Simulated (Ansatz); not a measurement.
# SBr: which shell does photoemission see at 40.8 and 5414.7 eV? (LDA)

The valence band of SBr mixes several shells. Work out by hand which one leads the spectrum's area at each photon energy.

Filled states come from the projected DOS of Ansatz 0.2.0 (LDA, plane waves); cross sections σ and asymmetry parameters β are those of free atoms in a Dirac–Hartree–Slater calculation. A shell's area is states × σ × angular factor, which is 1 − β·P₂(cos θ)/2 for unpolarised light, with θ = 90° from the beam and P₂ = -0.500.

**At 40.8 eV** (states counted from 17.7 eV below the zero; other shells add 0 to the products' sum of 11):

```
shell  filled states a cell  cross section (Mb an electron)     β  angular factor  product  share by hand (%)  share in the simulated spectrum (%)
Br 4s                  7.77                          0.0618  1.95            1.49    0.715                  7                                    6
Br 4p                 20.45                           0.204  1.51            1.38     5.75                 52                                   52
 S 3s                  7.30                            0.21  2.00            1.50      2.3                 21                                   21
 S 3p                 15.92                           0.136  0.09            1.02     2.22                 20                                   20
```

**At 5414.7 eV** (states counted from 17.7 eV below the zero; other shells add 0 to the products' sum of 0.00251):

| shell | filled states a cell | cross section (Mb an electron) | β | angular factor | product | share by hand (%) | share in the simulated spectrum (%) |
| --- | --- | --- | --- | --- | --- | --- | --- |
| Br 4s | 7.77 | 9.54e-05 | 2.00 | 1.50 | 0.00111 | 44 | 44 |
| Br 4p | 20.45 | 3.21e-05 | 1.24 | 1.31 | 0.000861 | 34 | 34 |
| S 3s | 7.30 | 4.33e-05 | 2.00 | 1.50 | 0.000474 | 19 | 19 |
| S 3p | 15.92 | 3.52e-06 | 0.54 | 1.14 | 6.36e-05 | 3 | 3 |

Br 4p leads at 40.8 eV and Br 4s at 5414.7 eV. Between the two energies σ of Br 4p changes by a factor 1.6e-4 and that of Br 4s by 0.0015, so their ratio moves 9.8-fold in favour of the second. The simulated spectrum uses the same rule on the energy-resolved DOS, so the two share columns agree within a few points.

Only crystals where the two columns agree within 4 points and the lead is clear are worked in this form. Free-atom cross sections ignore the solid's final states, no escape depth or background enters, and the count of states a shell hangs on the projection.

[Logs are printed without paths, hosts, clocks, repeated set-up lines and the standing remarks that a program may print on its own settings, such as how far it seeks lower states.]
